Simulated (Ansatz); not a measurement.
# Decaying states in the gap of Br2ClF, part 3 of 3

Aim: relax a made-up compound, Br2ClF, and see how good a tunnel barrier it would be. It is built by putting F for part of the Cl in the BrCl structure of space group Cmcm, with the volume rescaled by atomic radii. The parent structure comes from the Materials Project.

Ansatz 0.2.0; r2SCAN DFT, plane waves, PAW files (the session's first sound run).

So far, gap on path (eV): step 3 (the bulk crystal and its band edges) 2.04.

The structure was built from a prototype and need not be the compound's stable phase.

## (6) Decaying states in the gap, plane (010), k-mesh 4×8×8

Level of this step: r2SCAN DFT, plane waves, PAW files; complex bands by layer matching along the plane's normal (Ansatz).

The same for the (010) plane, at (0, 0) and (0, -0.1771), to see how the decay depends on direction.

input.yaml reads:

```yaml
crystal:
  lattice:
    - [7.266796454, 0.0, 0.0]
    - [0.0, 4.524916126, 0.0]
    - [0.0, 2.262458063, 3.337932996]
  atoms:
    - { symbol: Br, position: [0.9892405385, 0.9899608092, 0.0] }
    - { symbol: Br, position: [0.5107594615, 0.9899608092, 0.0] }
    - { symbol: Cl, position: [0.25, 0.2822705679, 0.0] }
    - { symbol: F, position: [0.75, 0.7378078137, 0.0] }
kpoints:
  mp_grid: { grid: [4, 8, 8] }
scf:
  occupations: { method: fixed }
hamiltonian:
  xc: r2scan
output:
  eigenvalues: true
  transmission:
    leads: [[0, 0]]
    kpoints: [[0.0, 0.0], [0.0, -0.1771]]
    e_range: [-1.0, 3.04]
    de: 0.07
```

Started as:

```console
$ ansatz run input.yaml --threads 2 --pin off --max-ram 4096MiB --backend cpu --events-out ev --progress --plain --runs-dir out
```

Numbers of over 12 decimals in the logs are rounded to 6 here.

The log of the run:

```text
[...]
Crystal: 4 atoms, lattice volume = 109.757 Å³
Basis set: ecut = 500 eV, 2791 PW (Γ), exchange–correlation on 216×144×120 points (64 copies of the dense FFT grid, shifted against one another)
Bands: 18, of which v1, the nominal top of the filled ones, is band 14 counted from 1 (13 counted from 0)
Symmetry: 4 space group operations
[...]
k-points: 63 of 256 (time reversal used)
[...]
SCF iter   1: F=—  HF=-7477.250583 eV  |F-HF|=—  |Δ(HF+E_count)|=         —  Δρ=5.78e-3  dr2=5.11e-2  dr2_τ=5.82e-2  ethr=1.77e-3  ⟨swp⟩=5.0  Hψ=5292  notcnv=0  defer=126
[...]
SCF iter   7: F=-7477.264161 eV  HF=-7477.264161 eV  |F-HF|=1.72e-8  |Δ(HF+E_count)|=   5.95e-7  Δρ=3.24e-6  dr2=1.35e-8  dr2_τ=8.76e-10  ethr=3.57e-10  ⟨swp⟩=6.8  Hψ=5159  notcnv=0
SCF 1 converged in 7 iterations: F = -7477.264161 eV  dr2 = 1.35e-8
[...]
transmission: 6 of 12 steps passed
transmission: 12 of 12 steps passed
SCF converged after 7 iterations
Free energy (F): -7477.264161 eV
[...]
Internal energy: -7477.264161 eV  (E = F + TS)
E sigma→0 (E₀):  -7477.264161 eV
Fermi energy:    0.557508 eV
[...]
--- Band table (eV; the first three rows and the last of 63) ---
  k-point 0: bands = [... 10 lower, -0.8438, -0.0468, 0.0435, 0.5575, 2.6293, 4.1731, 7.3270, 8.9823]
  k-point 1: bands = [... 10 lower, -0.8316, -0.1787, -0.0746, 0.5231, 2.6487, 4.1684, 7.8049, 9.3791]
  k-point 2: bands = [... 10 lower, -0.8914, -0.6608, -0.1388, 0.4618, 2.6979, 4.1287, 8.8599, 10.0486]
  k-point 62: bands = [... 10 lower, -0.2644, -0.1153, 0.1077, 0.1603, 3.4682, 3.6789, 9.9265, 10.1683]
--- Transmission ---
  basis      : 351 plane waves across, 6 finite elements along
  points     : 2, as listed
[...]
crystal 0  : Br2Cl1F1, at the sites [0, 0], period 3.3379 Å: whole cells are its period
[...]
channels       : 0.000000e0 a spin
[...]
slowest decay  : 0.4374 /Å at (0.0000, -0.1771)
```

Elapsed: 82 s, on 2 threads of Arm Neoverse V2, shared host; peak memory 1 GiB.

Numbers from this step:

| Quantity | Value |
| --- | --- |
| gap on the k-mesh | 2.057 eV |
| level to which the leads are filled | 1.028 eV from the Fermi level |
| decay constant at the filling level, zone centre | 0.4648 Å⁻¹ |
| decay constant at the filling level, slowest listed point | 0.4374 Å⁻¹ |

K parallel (0, 0); values up to 1.5 1/Å, a degenerate pair printed once or twice; energies at which all values exceed this have no row. Table of Im kz of the slowest decaying states by energy, zero at the highest filled level on the SCF mesh:

| energy (eV) | decay 1 (Å⁻¹) | decay 2 (Å⁻¹) | decay 3 (Å⁻¹) | decay 4 (Å⁻¹) |
| --- | --- | --- | --- | --- |
| -1.0000 | 0.420 | 0.778 | 0.801 | 0.863 |
| -0.7200 | 0.474 | 0.808 | 0.820 | 0.925 |
| -0.5100 | 0.0319 | 0.361 | 0.490 | 0.753 |
| -0.2300 | 0.243 | 0.425 | 0.488 | 0.589 |
| -0.0200 | 0.310 | 0.509 | 0.664 | 0.857 |
| 0.2600 | 0.370 | 0.403 | 0.581 | 0.725 |
| 0.4700 | 0.404 | 0.459 | 0.610 | 0.756 |
| 0.7500 | 0.439 | 0.497 | 0.633 | 0.786 |
| 1.0300 | 0.465 | 0.518 | 0.642 | 0.807 |
| 1.2400 | 0.480 | 0.528 | 0.642 | 0.819 |
| 1.5200 | 0.495 | 0.536 | 0.628 | 0.831 |
| 1.7300 | 0.504 | 0.539 | 0.601 | 0.837 |
| 2.0100 | 0.493 | 0.508 | 0.510 | 0.782 |
| 2.2200 | 0.266 | 0.513 | 0.542 | 0.620 |
| 2.5000 | 0.511 | 0.537 | 0.663 | 0.791 |
| 2.7800 | 0.504 | 0.531 | 0.726 | 0.800 |

K parallel (0, -0.1771); values up to 1.5 1/Å, a degenerate pair printed once or twice; energies at which all values exceed this have no row. Im kz of the slowest decaying states against energy, zero at the highest filled level on the SCF mesh:

```
energy (eV)  decay 1 (Å⁻¹)  decay 2 (Å⁻¹)  decay 3 (Å⁻¹)  decay 4 (Å⁻¹)
      -1.00          0.390          0.519          0.830          0.853
      -0.86          0.260          0.419          0.826          0.864
      -0.65         0.0522          0.434          0.783          0.906
      -0.51          0.200          0.430          0.750          0.929
      -0.37          0.321          0.413          0.702          0.950
      -0.23          0.375           0.39          0.605          0.968
      -0.02          0.143          0.459          0.523          0.775
       0.12          0.292          0.492          0.564          0.816
       0.26          0.349          0.520          0.588          0.841
       0.47          0.394          0.552          0.611          0.862
       0.61          0.412          0.570          0.621          0.869
       0.75          0.425          0.585          0.629          0.872
       0.89          0.433          0.599          0.634          0.871
       1.10          0.438          0.615          0.639          0.865
       1.24          0.437          0.625          0.640          0.857
       1.38          0.432          0.633          0.639          0.845
       1.52          0.421          0.636          0.640          0.830
       1.73          0.386          0.626          0.648          0.796
       1.87          0.333          0.615          0.653          0.763
       2.01          0.173          0.599          0.657          0.715
       2.22          0.362          0.454          0.580          0.661
       2.36          0.583          0.595          0.663          0.993
       2.50          0.616          0.648          0.664          0.979
       2.64          0.639          0.665          0.687          0.937
       2.85          0.663          0.678          0.726          0.863
       2.99          0.661          0.716          0.744          0.804
```

At the listed wavevectors the last open channel is at -0.02 eV and the next at +2.08 eV on the grid. At +1.03 eV, the grid energy nearest the filling level (the middle of the gap on the SCF mesh), the slowest state at the listed wavevectors decays with κ = 0.437 Å⁻¹, its amplitude falling by e over 2.3 Å; the first such run, plane (100), gave 0.328 Å⁻¹.

## (7) Band edges at another level, cutoff 420 eV

This step: PBE DFT, plane waves, PAW files (Ansatz 0.2.0).

The edges again with PBE, at the same atoms. Against that run the cutoff is 420 eV against 500.

input.yaml reads:

```yaml
crystal:
  lattice:
    - [3.3379329959, -2.2624580628, 0.0]
    - [3.3379329959, 2.2624580628, 0.0]
    - [0.0, 0.0, 7.266796454]
  atoms:
    - { symbol: Br, position: [-0.0100391908, 0.0100391908, -0.0107594615] }
    - { symbol: Br, position: [-0.0100391908, 0.0100391908, 0.5107594615] }
    - { symbol: Cl, position: [0.2822705679, 0.7177294321, 0.25] }
    - { symbol: F, position: [0.7378078137, 0.2621921863, 0.75] }
kpoints:
  mp_grid: { grid: [6, 6, 4] }
  band_path: { path: [VBM, CBM], npoints: 30 }
scf:
  occupations: { method: fixed }
hamiltonian:
  xc: pbe
output:
  eigenvalues: true
```

The log of the run:

```text
[...]
Crystal: 4 atoms, lattice volume = 109.757 Å³
Basis set: ecut = 420 eV, 2153 PW (Γ)
Bands: 18, of which v1, the nominal top of the filled ones, is band 14 counted from 1 (13 counted from 0)
Symmetry: 4 space group operations
[...]
k-points: 39 of 144 (time reversal used)
[...]
SCF iter   1: F=—  HF=-7452.565780 eV  |F-HF|=—  |Δ(HF+E_count)|=         —  Δρ=3.88e-3  dr2=1.23e-2  ethr=1.77e-3  ⟨swp⟩=5.0  Hψ=3276  notcnv=0  defer=78
[...]
SCF iter   7: F=-7452.564838 eV  HF=-7452.564838 eV  |F-HF|=4.11e-8  |Δ(HF+E_count)|=   6.98e-7  Δρ=5.44e-6  dr2=3.33e-8  ethr=3.57e-10  ⟨swp⟩=5.5  Hψ=3206  notcnv=0
SCF 1 converged in 7 iterations: F = -7452.564838 eV  dr2 = 3.33e-8
[...]
SCF converged after 7 iterations
Free energy (F): -7452.564838 eV
[...]
Internal energy: -7452.564838 eV  (E = F + TS)
E sigma→0 (E₀):  -7452.564838 eV
Fermi energy:    0.991052 eV
[...]
--- Band table (eV; the first three rows and the last of 39) ---
  k-point 0: bands = [... 10 lower, -0.3868, 0.4094, 0.5013, 0.9911, 2.7523, 4.2456, 7.1272, 8.7740]
  k-point 1: bands = [... 10 lower, -0.1977, 0.2947, 0.5757, 0.9372, 2.9068, 4.0198, 7.4453, 8.6608]
  k-point 2: bands = [... 10 lower, 0.0457, 0.0893, 0.6871, 0.8455, 3.2034, 3.6566, 7.9462, 8.3490]
  k-point 38: bands = [... 10 lower, -0.1452, -0.0995, 0.0716, 0.4761, 3.1639, 3.5972, 9.7583, 10.0660]
```

It took 11 s on 2 threads; peak memory 0.33 GiB; 22 s of CPU time.

This step gave:

```
free energy        : -7452.5648 eV
Fermi energy       : 0.9911 eV
gap on the k-mesh  : 1.749 eV
gap on path        : 1.728 eV, by band count; negative where bands overlap
direct gap on path : 1.758 eV
```

The electronic bands at the labelled points (eV, zero at the Fermi level (highest filled level under fixed occupations); v1 is the highest filled band, c1 the lowest empty one):

| point | v4 | v3 | v2 | v1 | c1 | c2 | c3 | c4 |
| --- | --- | --- | --- | --- | --- | --- | --- | --- |
| VBM | -1.38 | -0.58 | -0.49 | 0.00 | 1.76 | 3.25 | 6.14 | 7.78 |
| halfway | -1.33 | -0.60 | -0.51 | -0.01 | 1.75 | 3.28 | 6.22 | 7.88 |
| CBM | -1.25 | -0.67 | -0.59 | -0.04 | 1.73 | 3.35 | 6.46 | 8.18 |

The searched edges give 1.73 eV, under the 1.75 eV of the mesh, which misses an edge.

Between step 3 and this run (PBE and cutoff 420 eV) the value for the gap on path moves from 2.04 eV to 1.73 eV.

## (8) Complex bands at another level, cutoff 420 eV

This step: PBE DFT, plane waves, PAW files; complex bands by layer matching along the plane's normal (Ansatz 0.2.0).

The complex bands at that level, over its own gap, at (0, 0) and (0.0885, -0.0885).

input.yaml reads:

```yaml
crystal:
  lattice:
    - [4.032432662, 0.0, 0.0]
    - [1.493659214, 3.745596791, 0.0]
    - [0.0, 0.0, 7.266796454]
  atoms:
    - { symbol: Br, position: [0.0100391908, 0.9899608092, 0.0107594615] }
    - { symbol: Br, position: [0.0100391908, 0.9899608092, 0.4892405385] }
    - { symbol: Cl, position: [0.7177294321, 0.2822705679, 0.75] }
    - { symbol: F, position: [0.2621921863, 0.7378078137, 0.25] }
kpoints:
  mp_grid: { grid: [6, 6, 4] }
scf:
  occupations: { method: fixed }
hamiltonian:
  xc: pbe
output:
  eigenvalues: true
  transmission:
    leads: [[0, 0]]
    kpoints: [[0.0, 0.0], [0.0885, -0.0885]]
    e_range: [-1.0, 2.73]
    de: 0.07
```

The log of the run:

```text
[...]
Crystal: 4 atoms, lattice volume = 109.757 Å³
Basis set: ecut = 420 eV, 2153 PW (Γ)
Bands: 18, of which v1, the nominal top of the filled ones, is band 14 counted from 1 (13 counted from 0)
Symmetry: 4 space group operations
[...]
k-points: 39 of 144 (time reversal used)
[...]
SCF iter   1: F=—  HF=-7452.565766 eV  |F-HF|=—  |Δ(HF+E_count)|=         —  Δρ=3.88e-3  dr2=1.23e-2  ethr=1.77e-3  ⟨swp⟩=5.0  Hψ=3276  notcnv=0  defer=78
[...]
SCF iter   7: F=-7452.564838 eV  HF=-7452.564838 eV  |F-HF|=4.12e-8  |Δ(HF+E_count)|=   6.98e-7  Δρ=5.45e-6  dr2=3.35e-8  ethr=3.57e-10  ⟨swp⟩=5.5  Hψ=3216  notcnv=0
SCF 1 converged in 7 iterations: F = -7452.564838 eV  dr2 = 3.35e-8
[...]
transmission: 13 of 26 steps passed
transmission: 26 of 26 steps passed
SCF converged after 7 iterations
Free energy (F): -7452.564838 eV
[...]
Internal energy: -7452.564838 eV  (E = F + TS)
E sigma→0 (E₀):  -7452.564838 eV
Fermi energy:    0.991052 eV
[...]
--- Band table (eV; the first three rows and the last of 39) ---
  k-point 0: bands = [... 10 lower, -0.3868, 0.4094, 0.5013, 0.9911, 2.7523, 4.2456, 7.1272, 8.7740]
  k-point 1: bands = [... 10 lower, -0.1977, 0.2947, 0.5757, 0.9372, 2.9068, 4.0198, 7.4453, 8.6608]
  k-point 2: bands = [... 10 lower, 0.0457, 0.0893, 0.6871, 0.8455, 3.2033, 3.6566, 7.9462, 8.3490]
  k-point 38: bands = [... 10 lower, -0.1452, -0.0995, 0.0716, 0.4761, 3.1639, 3.5972, 9.7583, 10.0660]
--- Transmission ---
  basis      : 133 plane waves across, 13 finite elements along
  points     : 2, as listed
[...]
crystal 0  : F1Br2Cl1, at the sites [0, 0], period 7.2668 Å: whole cells are its period
[...]
channels       : 0.000000e0 a spin
[...]
slowest decay  : 0.3086 /Å at (0.0885, -0.0885)
```

Run time: 15 s. Hardware: 2 threads; peak memory 0.41 GiB; 20 s of CPU time.

Numbers from this step:

| Property | Result |
| --- | --- |
| level to which the leads are filled | 0.8747 eV from the Fermi level |
| decay constant at the filling level, zone centre | 0.4324 Å⁻¹ |
| decay constant at the filling level, slowest listed point | 0.3086 Å⁻¹ |

K parallel (0, 0); values up to 1.5 1/Å, a degenerate pair printed once or twice; energies at which all values exceed this have no row. The Im kz of the slowest decaying states by energy, zero at the highest filled level on the SCF mesh:

| energy (eV) | decay 1 (Å⁻¹) | decay 2 (Å⁻¹) | decay 3 (Å⁻¹) | decay 4 (Å⁻¹) |
| --- | --- | --- | --- | --- |
| -1.00 | 0.417 | 0.423 | 0.488 | 1.40 |
| -0.79 | 0.351 | 0.448 | 1.38 | - |
| -0.65 | 0.275 | 0.452 | 1.37 | - |
| -0.44 | 0.208 | 0.461 | 1.35 | - |
| -0.23 | 0.0937 | 0.299 | 0.468 | 1.32 |
| -0.09 | 0.335 | 0.470 | 1.31 | - |
| -0.02 | 0.350 | 0.471 | 1.30 | - |
| 0.12 | 0.301 | 0.373 | 0.472 | 1.29 |
| 0.33 | 0.399 | 0.470 | 0.475 | 1.27 |
| 0.47 | 0.412 | 0.467 | 0.552 | 1.26 |
| 0.68 | 0.425 | 0.461 | 0.643 | 1.24 |
| 0.82 | 0.431 | 0.454 | 0.693 | 1.22 |
| 1.03 | 0.433 | 0.443 | 0.758 | 1.21 |
| 1.24 | 0.421 | 0.431 | 0.813 | 1.19 |
| 1.38 | 0.373 | 0.438 | 0.847 | 1.18 |
| 1.59 | 0.232 | 0.468 | 0.893 | 1.16 |
| 1.80 | 0.484 | 0.936 | 1.14 | 1.37 |
| 1.94 | 0.491 | 0.963 | 1.13 | 1.35 |
| 2.15 | 0.498 | 1.00 | 1.12 | 1.32 |
| 2.36 | 0.0800 | 0.502 | 1.05 | 1.10 |
| 2.50 | 0.0807 | 0.503 | 1.09 | 1.23 |
| 2.71 | 0.503 | 1.08 | 1.16 | 1.33 |

K parallel (0.0885, -0.0885); values up to 1.5 1/Å, a degenerate pair printed once or twice; energies at which all values exceed this have no row. Im kz of the slowest decaying states against energy, zero at the highest filled level on the SCF mesh:

```
energy (eV)  decay 1 (Å⁻¹)  decay 2 (Å⁻¹)  decay 3 (Å⁻¹)  decay 4 (Å⁻¹)
    -1.0000          0.377          0.479           1.33              -
    -0.7200          0.198          0.243          0.589           1.30
    -0.5100          0.242          0.272          0.627           1.27
    -0.2300         0.0707          0.311          0.343          0.644
    -0.0200          0.135          0.329          0.385          0.644
     0.2600          0.337          0.436          0.436          0.629
     0.4700          0.334          0.479          0.544          0.604
     0.7500          0.320          0.549          0.646           1.15
     1.0300          0.293          0.552          0.723           1.13
     1.2400          0.259          0.553          0.770           1.11
     1.5200          0.181          0.553          0.822           1.08
     1.7300          0.553          0.857           1.07           1.45
     2.0100          0.553          0.899           1.04           1.42
     2.2200          0.552          0.931           1.01           1.40
     2.5000         0.0539          0.551          0.976           1.37
```

At the listed wavevectors the last open channel is at -0.02 eV and the next at +1.73 eV on the grid. At +0.89 eV, the grid energy nearest the filling level (the middle of the gap on the SCF mesh), the slowest state at the listed wavevectors decays with κ = 0.309 Å⁻¹, its amplitude falling by e over 3.2 Å; the first such run, plane (100), gave 0.331 Å⁻¹ over as many of its listed wavevectors.

## (9) The same cell, other settings

This step: r2SCAN DFT, plane waves, PAW files; complex bands by layer matching along the plane's normal; changed: output.transmission.kpoints = null, output.transmission.kmesh = [1, 1], scf.max_iter = 50 (Ansatz 0.2.0).

This run repeats an earlier one, its twin (the complex run, plane (100)), with three settings changed (output.transmission.kpoints, scf.max_iter, output.transmission.kmesh; files written aside). The setting was drawn as a possible misstep, on purpose. Where the input is shown as a difference, that is against the step before, not the twin.

input.yaml, the sections that differ from step 8:

```yaml
scf:
  occupations: { method: fixed }
  max_iter: 50
hamiltonian:
  xc: r2scan
output:
  eigenvalues: true
  transmission: { leads: [[0, 0]], e_range: [-1.0, 3.04], de: 0.08, kmesh: [1, 1] }
# crystal, kpoints: as in step 8
```

The log of the run:

```text
[...]
Crystal: 4 atoms, lattice volume = 109.757 Å³
Basis set: ecut = 500 eV, 2791 PW (Γ), exchange–correlation on 120×120×216 points (64 copies of the dense FFT grid, shifted against one another)
Bands: 18, of which v1, the nominal top of the filled ones, is band 14 counted from 1 (13 counted from 0)
Symmetry: 4 space group operations
[...]
k-points: 39 of 144 (time reversal used)
[...]
SCF iter   1: F=—  HF=-7477.250606 eV  |F-HF|=—  |Δ(HF+E_count)|=         —  Δρ=5.78e-3  dr2=5.11e-2  dr2_τ=5.82e-2  ethr=1.77e-3  ⟨swp⟩=5.0  Hψ=3276  notcnv=0  defer=78
[...]
SCF iter   7: F=-7477.264157 eV  HF=-7477.264157 eV  |F-HF|=1.72e-8  |Δ(HF+E_count)|=   5.94e-7  Δρ=3.23e-6  dr2=1.34e-8  dr2_τ=8.87e-10  ethr=3.57e-10  ⟨swp⟩=6.8  Hψ=3237  notcnv=0
SCF 1 converged in 7 iterations: F = -7477.264157 eV  dr2 = 1.34e-8
[...]
transmission: 12 of 12 steps passed
SCF converged after 7 iterations
Free energy (F): -7477.264157 eV
[...]
Internal energy: -7477.264157 eV  (E = F + TS)
E sigma→0 (E₀):  -7477.264157 eV
Fermi energy:    0.557510 eV
[...]
--- Band table (eV; the first three rows and the last of 39) ---
  k-point 0: bands = [... 10 lower, -0.8438, -0.0468, 0.0435, 0.5575, 2.6293, 4.1731, 7.3270, 8.9823]
  k-point 1: bands = [... 10 lower, -0.6430, -0.1560, 0.1194, 0.5030, 2.7975, 3.9451, 7.6442, 8.8668]
  k-point 2: bands = [... 10 lower, -0.3952, -0.3550, 0.2296, 0.4134, 3.1127, 3.5733, 8.1513, 8.5451]
  k-point 38: bands = [... 10 lower, -0.6279, -0.5419, -0.3720, 0.0450, 3.0582, 3.5025, 9.9188, 10.2800]
--- Transmission ---
  basis      : 161 plane waves across, 12 finite elements along
  points     : 1, standing for a mesh of 1 x 1
[...]
crystal 0  : F1Br2Cl1, at the sites [0, 0], period 7.2668 Å: whole cells are its period
[...]
channels       : 0.000000e0 a spin
[...]
slowest decay  : 0.4478 /Å at (0.0000, 0.0000)
```

Elapsed: 15 s, on 2 threads; peak memory 0.6 GiB.

Residual by cycle:

cycle, log10 residual and a bar from the least value:
```
        1       -1.3 ##############################
        2       -2.0 ###########################
        3       -2.8 #######################
        4       -3.7 ###################
        5       -4.9 #############
        6       -6.3 #######
        7       -7.9
```

The run finished. A setting was moved off its sound value on purpose, so it serves as a test and not as the result.

The fault put into the input: one point across the current (output.transmission.kpoints = null and output.transmission.kmesh = [1, 1]).

The least decay constant is 0.448 Å⁻¹ against 0.328 Å⁻¹ in the twin: a change of +36 %, at 0.57 times the CPU time.

Side by side:

| quantity | this run | sound run | difference |
| --- | --- | --- | --- |
| decay constant at the filling level, slowest listed point (Å⁻¹) | 0.4478 | 0.3284 | 0.119 |

The two runs differ clearly in the decay constant at the filling level, slowest listed point: 0.448 Å⁻¹ against 0.328 Å⁻¹.

## (10) Summary of results

| Property | Result |
| --- | --- |
| band gap | 2.04 eV |
| least decay constant at mid-gap, normal to (100) | 0.328 Å⁻¹ |
| least decay constant at mid-gap, normal to (010) | 0.437 Å⁻¹ |
| least decay constant on a mesh, normal to (100) | 0.330 Å⁻¹ |
| least decay constant, PBE | 0.309 Å⁻¹ |

What this shows: With r2SCAN, the slowest decay at the wavevectors tried is κ = 0.328 Å⁻¹, normal to (100). Through such a film the transmission near mid-gap falls as exp(−2κd), a factor of ten every 3.5 Å. The decay depends on direction: 1.3 times faster normal to (010). A free electron under a barrier of half the gap would need a mass of 0.40 mₑ to decay at this rate. The slowest decay isn't at the zone centre. With PBE the gap goes from 2.04 to 1.73 eV and the decay constant, over the first 2 listed wavevectors, from 0.331 to 0.309 Å⁻¹. The compound is made up by substitution; its stability against other phases and against distortions of the cell's symmetry was not tested. r2SCAN still narrows gaps, if less than LDA and GGA do, so real decay constants are likely larger.

[Logs are printed without paths, hosts, clocks, repeated set-up lines and the standing remarks that a program may print on its own settings, such as how far it seeks lower states.]

[Hosts, paths, dates, database ids (printed as entryN), source tags and the programs' standing remarks are cut or masked in the printed files.]
